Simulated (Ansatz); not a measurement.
# TlSbS3 (model cell, started as cubic perovskite with Sb in the octahedra): a soft mode frozen in, part 2 of 2

Which phase does TlSbS3 (model cell, started as cubic perovskite with Sb in the octahedra) fall into along its unstable mode, and how much energy does it gain?

Ansatz 0.2.0; DFT LDA, scalar-relativistic, plane waves, PAW; PAW set soft_1.

So far, highest frequency on the path or at a solved wavevector (cm⁻¹): step 2 (response at finite wavevector) 352. Also lowest frequency on the path (cm⁻¹): step 2 -143.

The structure was built from a prototype and need not be the compound's stable phase.

## Step 6: Relaxation from the frozen mode

Starting from the lowest point found, all atoms and the cell are let go, so that strain and other modes of the same symmetry can join in.

input.yaml

```yaml
crystal:
  lattice:
    - [4.9559718062, 4.9559718062, 0.0]
    - [4.9559718062, 0.0, 4.9559718062]
    - [4.9559718062, 0.0, -4.9559718062]
  atoms:
    - { symbol: Tl, position: [0.0060168152, 0.4969915924, 0.4969915924] }
    - { symbol: Tl, position: [-0.0060168152, 0.0030084076, 0.0030084076] }
    - { symbol: Sb, position: [0.5, 0.25, 0.75] }
    - { symbol: Sb, position: [0.5, 0.75, 0.25] }
    - { symbol: S, position: [0.5, 0.045399774, 1.045399774] }
    - { symbol: S, position: [0.5, 0.454600226, 0.454600226] }
    - { symbol: S, position: [0.0, 0.5, 0.0] }
    - { symbol: S, position: [0.0, 0.0, 0.5] }
    - { symbol: S, position: [0.5, 0.045399774, 0.454600226] }
    - { symbol: S, position: [0.5, 0.454600226, 0.045399774] }
kpoints:
  mp_grid: { grid: [8, 8, 8] }
hamiltonian:
  xc: lda
  pseudopotentials: { kind: paw, azcp: { folder: soft_1 }, xc_functional: pbe }
scf:
  occupations: { method: methfessel_paxton, width: 0.2 }
output:
  forces: true
  stress: true
  eigenvalues: true
relax:
  adjacent_minimum: "off"
  f_tol: 0.002
  max_steps: 120
  cell: { stress_tol: 0.03 }
```

The run is started by

```console
$ ansatz run input.yaml --threads 4 --pin off --max-ram 16384MiB --backend cpu --events-out ev --progress --plain --runs-dir out
```

Numbers of over 12 decimals in the logs are rounded to 6 here.

What it wrote:

```text
[...]
Crystal: 10 atoms, lattice volume = 243.454 Å³
Basis set: ecut = 420 eV, 4693 PW (Γ)
Bands: 56, of which v1, the nominal top of the filled ones, is band 46 counted from 1 (45 counted from 0)
Symmetry: 16 space group operations
[...]
k-points: 59 of 512
[...]
SCF iter   1: F=—  HF=-40186.275746 eV  |F-HF|=—  |Δ(HF+E_count)|=         —  Δρ=3.01e-2  dr2=5.02e0  ethr=3.10e-3  ⟨swp⟩=9.5  Hψ=15402  notcnv=0
[...]
SCF iter  10: F=-40184.516241 eV  HF=-40184.516241 eV  |F-HF|=2.44e-8  |Δ(HF+E_count)|=   6.24e-8  S|Δr|=    0.00e0  Δρ=3.08e-6  dr2=5.87e-8  ethr=1.09e-10  ⟨swp⟩=12.8  Hψ=18390  notcnv=0
SCF 1 converged in 10 iterations: F = -40184.516241 eV  dr2 = 5.87e-8
[...]
relax step   1: F+E_penalty+E_count = -40184.51624062 eV  Δ(F+E_penalty+E_count) = +0.000e0 eV  max|allowed force component| = 6.500e-2 eV/Å  Δτ_max = 0.0000 Å  P = +0.878 GPa  Ω = 243.454 Å³  (10 SCF iters, dr2 threshold 1.00e-7 eV, accepted)
Crystal: 10 atoms, lattice volume = 247.910 Å³
Basis set: ecut = 420 eV, 4909 PW (Γ)
[...]
SCF iter   6: F=-40184.538529 eV  HF=-40184.538529 eV  |F-HF|=1.41e-7  |Δ(HF+E_count)|=   4.32e-6  S|Δr|=    0.00e0  Δρ=1.29e-5  dr2=4.02e-7  ethr=1.09e-9  ⟨swp⟩=6.5  Hψ=18583  notcnv=0
SCF 2 converged in 6 iterations: F = -40184.538529 eV  dr2 = 4.02e-7
[...]
relax step   2: F+E_penalty+E_count = -40184.53852875 eV  Δ(F+E_penalty+E_count) = -2.229e-2 eV  max|allowed force component| = 5.317e-2 eV/Å  Δτ_max = 0.0511 Å  P = -0.105 GPa  Ω = 247.910 Å³  energy of the carried Pulay correction = -8.121e-4 eV  (6 SCF iters, dr2 threshold 1.00e-6 eV, accepted)
Crystal: 10 atoms, lattice volume = 247.912 Å³
Basis set: ecut = 420 eV, 4893 PW (Γ)
[...]
SCF iter   6: F=-40184.540552 eV  HF=-40184.540552 eV  |F-HF|=1.65e-8  |Δ(HF+E_count)|=   1.12e-6  S|Δr|=    0.00e0  Δρ=5.65e-6  dr2=6.40e-8  ethr=1.92e-10  ⟨swp⟩=5.8  Hψ=17887  notcnv=0
SCF 3 converged in 6 iterations: F = -40184.540552 eV  dr2 = 6.40e-8
relax step   3: F+E_penalty+E_count = -40184.54055231 eV  Δ(F+E_penalty+E_count) = -2.024e-3 eV  max|allowed force component| = 1.971e-2 eV/Å  Δτ_max = 0.0269 Å  P = -0.045 GPa  Ω = 247.912 Å³  energy of the carried Pulay correction = -8.125e-4 eV  (6 SCF iters, dr2 threshold 1.77e-7 eV, accepted)
[...]
relax step   4: F+E_penalty+E_count = -40184.54109016 eV  Δ(F+E_penalty+E_count) = -5.379e-4 eV  max|allowed force component| = 2.751e-3 eV/Å  Δτ_max = 0.0178 Å  P = -0.005 GPa  Ω = 247.868 Å³  energy of the carried Pulay correction = -8.046e-4 eV  (7 SCF iters, dr2 threshold 3.53e-8 eV, accepted)
[...]
relax step   5: F+E_penalty+E_count = -40184.54113178 eV  Δ(F+E_penalty+E_count) = -4.162e-5 eV  max|allowed force component| = 1.441e-4 eV/Å  Δτ_max = 0.0026 Å  P = -0.002 GPa  Ω = 247.848 Å³  energy of the carried Pulay correction = -8.010e-4 eV  (6 SCF iters, dr2 threshold 5.24e-9 eV, accepted)
[...]
SCF iter   7: F=-40184.541942 eV  HF=-40184.541942 eV  |F-HF|=1.46e-11  |Δ(HF+E_count)|=  7.28e-12  S|Δr|=    0.00e0  Δρ=2.35e-8  dr2=3.69e-12  ethr=1.00e-12  ⟨swp⟩=7.3  Hψ=13705  notcnv=0
SCF 6 converged in 7 iterations: F = -40184.541942 eV  dr2 = 3.69e-12
relax step   6: F+E_penalty+E_count = -40184.54194226 eV  Δ(F+E_penalty+E_count) = -8.105e-4 eV  max|allowed force component| = 9.173e-5 eV/Å  Δτ_max = 0.0000 Å  P = -0.001 GPa  Ω = 247.848 Å³  stress off target by 3.56e-3 GPa  SCF on the basis re-selected at this cell (its energy is not comparable with the rows above)  (7 SCF iters)
basis re-selected at this cell: Δ(F+E_penalty+E_count) = -8.105e-4 eV, ΔP = +0.001 GPa vs the last step (what re-selecting the basis moved, of the pressure what is left beyond the Pulay correction that the steps carried, after the strain that the cell walked since its last selection, with what the two solves' SCF thresholds leave and, on support functions, any second-order correction that the steps lacked; it is no m [...]
SCF converged after 7 iterations
[...]
Free energy (F): -40184.541942 eV
[...]
Internal energy: -40184.527589 eV  (E = F + TS)
E sigma→0 (E₀):  -40184.538354 eV
Entropy (-TS):   -0.014354 eV (-1.435 meV/atom)
Fermi energy:    6.537044 eV
[...]
--- Forces (eV/Å), atoms counted from 1 ---
  atom   1  Tl     0.00000000    -0.00009173     0.00000000
  atom   2  Tl    -0.00000000     0.00009173     0.00000000
  atom   3  Sb     0.00000000     0.00000000     0.00000000
  atom   4  Sb    -0.00000000     0.00000000     0.00000000
  atom   5  S     -0.00008096    -0.00000000     0.00000000
  atom   6  S      0.00008096     0.00000000     0.00000000
  atom   7  S      0.00000000    -0.00000000    -0.00000000
  atom   8  S     -0.00000000     0.00000000     0.00000000
  atom   9  S     -0.00000000     0.00000000    -0.00008096
  atom  10  S      0.00000000    -0.00000000     0.00008096
  max |Σ_I F_I| component: 1.39e-17 eV/Å
--- Stress (GPa, compression-positive) ---
        0.000461      -0.000000      -0.000000
       -0.000000      -0.003557       0.000000
       -0.000000       0.000000       0.000461
  P = ⅓ Tr σ = -0.0009 GPa (-0.009 kbar)
--- Band table (eV; the first three rows and the last of 59) ---
  k-point 0: bands = [... 42 lower, 5.5776, 5.6519, 6.6796, 6.6796, 6.9360, 7.8374, 8.1817, 8.1817, ... 6 higher]
  k-point 1: bands = [... 42 lower, 5.6439, 5.6693, 6.5374, 6.6088, 6.8199, 7.5917, 8.3343, 8.6288, ... 6 higher]
  k-point 2: bands = [... 42 lower, 5.7747, 5.8146, 6.3266, 6.4601, 6.6797, 7.2101, 8.8873, 9.5103, ... 6 higher]
  k-point 58: bands = [... 42 lower, 5.3788, 5.4040, 5.4050, 6.8605, 6.9252, 6.9564, 8.6410, 8.6410, ... 6 higher]
--- Relaxed structure (5 steps of the walk, 5 accepted, 1 SCFs on fresh bases) ---
  F+E_penalty+E_count = -40184.54194226 eV   max|allowed force component| = 9.173e-5 eV/Å   (the final SCF, on the basis selected at the relaxed cell)
  cell:  # Å, volume = 247.8482 Å³
    - [4.972062, 5.012828, 0.0]
    - [4.972062, 0, 4.972062]
    - [4.972062, 0, -4.972062]
  atoms:
    - { symbol: Tl, position: [0.025886, 0.487057, 0.487057] }
    - { symbol: Tl, position: [-0.025886, 0.012943, 0.012943] }
    - { symbol: Sb, position: [0.5, 0.250000, 0.750000] }
    - { symbol: Sb, position: [0.5, 0.75, 0.250000] }
    - { symbol: S, position: [0.5, 0.041821, 1.041821] }
    - { symbol: S, position: [0.5, 0.458179, 0.458179] }
    - { symbol: S, position: [0, 0.500000, 0.0] }
    - { symbol: S, position: [0, 0.0, 0.500000] }
    - { symbol: S, position: [0.5, 0.041821, 0.458179] }
    - { symbol: S, position: [0.5, 0.458179, 0.041821] }
```

Wall time 80 s (4 threads of Arm Neoverse V1, shared host); peak memory 1 GiB; 5.2 min of CPU time.

The steps of the relaxation:

```tsv
step	energy less that of the first step (eV)	largest force component (eV/Å)	pressure (GPa)	volume (Å³)
1	0.0000	0.0650	0.88	243.45
2	-0.0223	0.0532	-0.10	247.91
3	-0.0243	0.0197	-0.05	247.91
4	-0.0248	0.0028	0.00	247.87
5	-0.0249	0.0001	0.00	247.85
6*	-0.0257	0.0001	0.00	247.85
```

Relaxation steps marked * repeat the geometry before them on a plane-wave basis chosen anew for their cell, so energy and pressure can jump there.

Forces are held to the 16 operations that the run works with; a distortion that breaks them can't arise in this run.

```tsv
conventional cell, symmetrised	before	after	change
a (Å)	7.009	7.032	+0.3 %
b (Å)	7.009	7.032	+0.3 %
c (Å)	9.912	10.026	+1.1 %
volume (Å³/atom)	24.35	24.78	+1.8 %
```

The atoms that moved most (Å, as changes of fractional coordinates times the final cell):

```tsv
atom	dx	dy	dz	length
Tl1	0.000	0.100	0.000	0.100
Tl2	0.000	-0.100	0.000	0.100
S10	0.000	0.000	0.036	0.036
S9	0.000	0.000	-0.036	0.036
S5	-0.036	0.000	0.000	0.036
S6	0.036	0.000	0.000	0.036
```

Numbers from this step:

- pressure: -8.79e-4 GPa
- volume per atom: 24.78 Å³

The distorted start has space group I4/mmm; the relaxation ends in I4/mmm.

## Step 7: The new phase in its own primitive cell

The relaxed structure is symmetrised, reduced to its primitive cell and relaxed tightly, as its phonons need.

input.yaml, the sections that differ from step 6:

```yaml
crystal:
  lattice:
    - [-3.5157784564, 3.5157784564, 5.0128282692]
    - [3.5157784564, -3.5157784564, 5.0128282692]
    - [3.5157784564, 3.5157784564, -5.0128282692]
  atoms:
    - { symbol: Tl, position: [0.2629431691, 0.2629431691, 0.0] }
    - { symbol: Tl, position: [0.7370568309, 0.7370568309, 0.0] }
    - { symbol: Sb, position: [0.0, 0.5, 0.5] }
    - { symbol: Sb, position: [0.5, 0.0, 0.5] }
    - { symbol: S, position: [0.7081787347, 0.7081787347, 0.4163574694] }
    - { symbol: S, position: [0.2918212653, 0.2918212653, 0.5836425306] }
    - { symbol: S, position: [0.75, 0.25, 0.5] }
    - { symbol: S, position: [0.25, 0.75, 0.5] }
    - { symbol: S, position: [0.2918212653, 0.7081787347, 0.0] }
    - { symbol: S, position: [0.7081787347, 0.2918212653, 0.0] }
relax:
  adjacent_minimum: "off"
  f_tol: 0.001
  max_steps: 60
  cell: { stress_tol: 0.01 }
# kpoints, hamiltonian, scf, output: as in step 6
```

What it wrote:

```text
[...]
Crystal: 10 atoms, lattice volume = 247.848 Å³
Basis set: ecut = 420 eV, 4909 PW (Γ)
Bands: 56, of which v1, the nominal top of the filled ones, is band 46 counted from 1 (45 counted from 0)
Symmetry: 16 space group operations
[...]
k-points: 59 of 512
[...]
- { symbol: Sb, position: [0.0, 0.5, 0.5] }
    - { symbol: Sb, position: [0.5, 0.0, 0.5] }
    - { symbol: S, position: [0.708179, 0.708179, 0.416357] }
    - { symbol: S, position: [0.2918212653, 0.2918212653, 0.5836425306] }
    - { symbol: S, position: [0.75, 0.250000, 0.500000] }
    - { symbol: S, position: [0.250000, 0.75, 0.500000] }
    - { symbol: S, position: [0.291821, 0.708179, 0.0] }
    - { symbol: S, position: [0.708179, 0.291821, 0.0] }
[key lines of the parts left out:]
SCF converged after 6 iterations
Free energy (F): -40184.541942 eV
Fermi energy:    6.537044 eV
P = ⅓ Tr σ = -0.0009 GPa (-0.009 kbar)
```

The job ended after 30 s (4 threads; peak memory 0.99 GiB).

Little changed from the start: no atom moved by 0.005 Å and no cell edge by 0.1 %.

This step gave:

```yaml
pressure: -8.78e-4 GPa
```

The largest force component left is 0.092 meV/Å and the pressure is -0.001 GPa, within the tolerances set. The cell now holds 24.78 Å³/atom.

## Step 8: Modes of the new phase

A relaxed structure may still be a saddle point, so its zone-centre modes are computed. No field response is asked, since the mesh shows no gap.

input.yaml: that of step 7 with these lines changed.

```diff
@@ -24,9 +24,4 @@
 output:
-  forces: true
-  stress: true
   eigenvalues: true
-relax:
-  adjacent_minimum: "off"
-  f_tol: 0.001
-  max_steps: 60
-  cell: { stress_tol: 0.01 }
+phonons:
+  method: dfpt
```

What it wrote:

```text
[...]
Crystal: 10 atoms, lattice volume = 247.848 Å³
Basis set: ecut = 420 eV, 4909 PW (Γ), exchange–correlation on 96×96×96 points (8 copies of the dense FFT grid, shifted against one another)
Bands: 56, of which v1, the nominal top of the filled ones, is band 46 counted from 1 (45 counted from 0)
Symmetry: 16 space group operations
k-points: 260 of 512 (irreducible under 1 space group operation, time reversal used)
[...]
SCF iter   1: F=—  HF=-40186.374396 eV  |F-HF|=—  |Δ(HF+E_count)|=         —  Δρ=3.00e-2  dr2=5.33e0  ethr=3.10e-3  ⟨swp⟩=9.5  Hψ=67338  notcnv=0
[...]
SCF iter  14: F=-40184.541945 eV  HF=-40184.541945 eV  |F-HF|=7.28e-12  |Δ(HF+E_count)|=  7.28e-12  S|Δr|=    0.00e0  Δρ=3.78e-8  dr2=4.04e-12  ethr=1.00e-12  ⟨swp⟩=16.3  Hψ=96506  notcnv=0
SCF 1 converged in 14 iterations: F = -40184.541945 eV  dr2 = 4.04e-12
[...]
DFPT response loops at Γ: preconditioner auto → Kerker (q_TF=auto, 2.313 Å⁻¹) (partly filled bands, converged f_vac=0.014); β = 1.00, the filter's whole step (`scf.mixing.beta` (0.50) is not read by the response loops under this deck's `scf.mixing.preconditioner`; to damp them name `kerker` or `kerker_dos`, under which they read `scf.mixing.beta`, and type it under 1.00, their step now; both keys bind the ground state too); Broyden in place of MSR1
SCF converged after 14 iterations
[...]
Free energy (F): -40184.541945 eV
[...]
Internal energy: -40184.527591 eV  (E = F + TS)
E sigma→0 (E₀):  -40184.538357 eV
Entropy (-TS):   -0.014354 eV (-1.435 meV/atom)
Fermi energy:    6.537044 eV
[...]
--- Band table (eV; the first three rows and the last of 260) ---
  k-point 0: bands = [... 42 lower, 5.5776, 5.6519, 6.6796, 6.6796, 6.9360, 7.8374, 8.1817, 8.1817, ... 6 higher]
  k-point 1: bands = [... 42 lower, 5.6546, 5.6719, 6.4494, 6.6463, 6.6872, 8.0237, 8.4013, 8.4582, ... 6 higher]
  k-point 2: bands = [... 42 lower, 5.7424, 5.8578, 5.9930, 6.4240, 6.6926, 8.2941, 8.6204, 8.8340, ... 6 higher]
  k-point 259: bands = [... 42 lower, 5.3788, 5.4040, 5.4050, 6.8605, 6.9252, 6.9564, 8.6410, 8.6410, ... 6 higher]
--- Phonons (Γ-DFPT): 9 representative perturbations + reference, on 260 of 512 k-points (Σ response iterations 31) ---
  k mesh reduced under 1 symmetry operation, with k and −k counted as one. Each operation leaves every solved perturbation unchanged. A smaller set is not used because it would not reduce the number of displacements times k-points to solve
  ASR residual: 1.063e-4 → 0.000e0 eV/Å²; symmetrization residual: 2.403e-5 eV/Å²
  ASR residual per site (eV/Å²): 1.06e-4 1.06e-4 7.81e-5 7.81e-5 6.37e-5 6.37e-5 1.14e-5 1.14e-5 6.37e-5 6.37e-5
  Γ frequencies (cm⁻¹): -84.48 -84.48 -80.90 -80.90 -62.02 0.00 0.00 0.00 9.83 9.83 19.76 19.76 37.55 39.11 56.12 56.12 70.84 73.22 84.75 84.75 142.75 165.01 165.01 166.16 251.04 252.77 252.77 257.45 280.10 328.11
  non-analytic LO–TO correction: not included (Born effective charges unavailable; polar crystals: no LO–TO splitting at Γ)
```

Wall time 20 min (4 threads); peak memory 9.2 GiB; 80 min of CPU time.

Numbers from this step:

| Quantity | Value |
| --- | --- |
| sum-rule residual before enforcement | 1.06e-4 eV/Å² |
| point group | 4/mmm |
| highest optical mode at the zone centre (no LO-TO term) | 328.1 cm⁻¹ |
| lowest optical zone-centre mode | -84.48 cm⁻¹ |

Patterns of degenerate modes are one choice out of their space. Modes at Γ, with each element's share of the kinetic energy (negative means imaginary):

```tsv
mode	frequency (cm⁻¹)	symmetry	Tl %	Sb %	S %
1	-84.5	Eg	5	0	95
2	-84.5	Eg	5	0	95
3	-80.9	Eu	3	11	87
4	-80.9	Eu	3	11	87
5	-62.0	A2u	7	59	34
6	0.0	acoustic	48	29	23
7	0.0	acoustic	48	29	23
8	0.0	acoustic	48	29	23
9	9.8	Eu	47	42	11
10	9.8	Eu	47	42	11
11	19.8	Eg	92	0	8
12	19.8	Eg	92	0	8
13	37.5	A1g	96	0	4
14	39.1	B2g	0	0	100
15	56.1	Eg	2	0	98
16	56.1	Eg	2	0	98
17	70.8	A2u	44	6	50
18	73.2	B1u	0	0	100
19	84.8	Eu	2	7	91
20	84.8	Eu	2	7	91
21	142.8	A1g	4	0	96
22	165.0	Eu	0	88	12
23	165.0	Eu	0	88	12
24	166.2	B2u	0	100	0
25	251.0	A2u	0	6	93
26	252.8	Eu	0	23	77
27	252.8	Eu	0	23	77
28	257.4	A2g	0	0	100
29	280.1	B1g	0	0	100
30	328.1	B1g	0	0	100
```

Displacements in mode 2 (-84.5 cm⁻¹), the largest set to 1:
```
Tl1  0.00 -0.10  0.00
Tl2  0.00  0.10  0.00
Sb3  0.00  0.00  0.00
Sb4  0.00  0.00  0.00
S5   0.00  0.00  0.02
S6   0.00  0.00 -0.02
S7   0.01  1.00  0.00
S8  -0.01 -1.00  0.00
S9   0.00  0.00 -0.02
S10  0.00  0.00  0.02
```

Displacements in mode 5 (-62.0 cm⁻¹), the largest set to 1:
```
Tl1  0.00  0.00 -0.26
Tl2  0.00  0.00 -0.26
Sb3  0.00  0.00  0.95
Sb4  0.00  0.00  0.95
S5   0.00  0.00 -1.00
S6   0.00  0.00 -1.00
S7   0.00  0.00  0.01
S8   0.00  0.00  0.01
S9   0.00  0.00 -1.00
S10  0.00  0.00 -1.00
```

Before it was imposed, the acoustic sum rule was missed by 1.1e-4 eV/Å². Small misses are needed for a sound result but don't prove that mesh and cutoff are converged. The lowest optical mode is imaginary, 84.5i cm⁻¹, so the energy falls along it.

## Step 9: Results

* unstable mode of the parent: q = (-0.5, -0.5, -0.5), 141i cm⁻¹
* depth at the lowest point sampled: 30.4 meV/atom
* largest atomic shift at that point: 0.45 Å
* space group reached (within 0.01 Å): I4/mmm
* energy gained over the parent (first relaxation, on the mesh of the frozen mode): 33.0 meV/atom
* volume per atom, phase reached: 24.8 Å³
* lowest optical zone-centre mode, phase reached: -84.5 cm⁻¹
* highest optical mode at the zone centre (no LO-TO term), phase reached: 328 cm⁻¹

Along this mode the structure falls into I4/mmm, 33.0 meV/atom below the parent. At the parent's cell the well is 30.39 meV/atom deep on the steps tried, with its lowest point at a shift of 0.45 Å. Relaxing atoms and cell changes the gain by +2.56 meV/atom against the lowest step (energies at zero smearing). The new phase still has an imaginary mode at the zone centre of its cell, so it is a saddle point on the way to a lower structure. Of the 6 patterns followed to their end from this parent, this one ends 135 meV/atom above the lowest, Imma. Each path keeps the symmetry of its pattern, so a lower phase may lie along a pattern not tried. With no gap, or one that is small against the smearing, the frequencies hang on the k mesh and the smearing, most of all near Kohn anomalies. A semilocal functional can close a gap that the real compound would have, so the metallic treatment may be an artefact of the level. Spin-orbit coupling is left out, which can matter for the heavy elements here. The PAW files were made for PBE and serve the other functionals too. The starting cell was built on a prototype and not taken from a measurement, so the phase need not exist.

[Logs are printed without paths, hosts, clocks, repeated set-up lines and the standing remarks that a program may print on its own settings, such as how far it seeks lower states.]

[Hosts, paths, dates, database ids (printed as entryN), source tags and the programs' standing remarks are cut or masked in the printed files.]
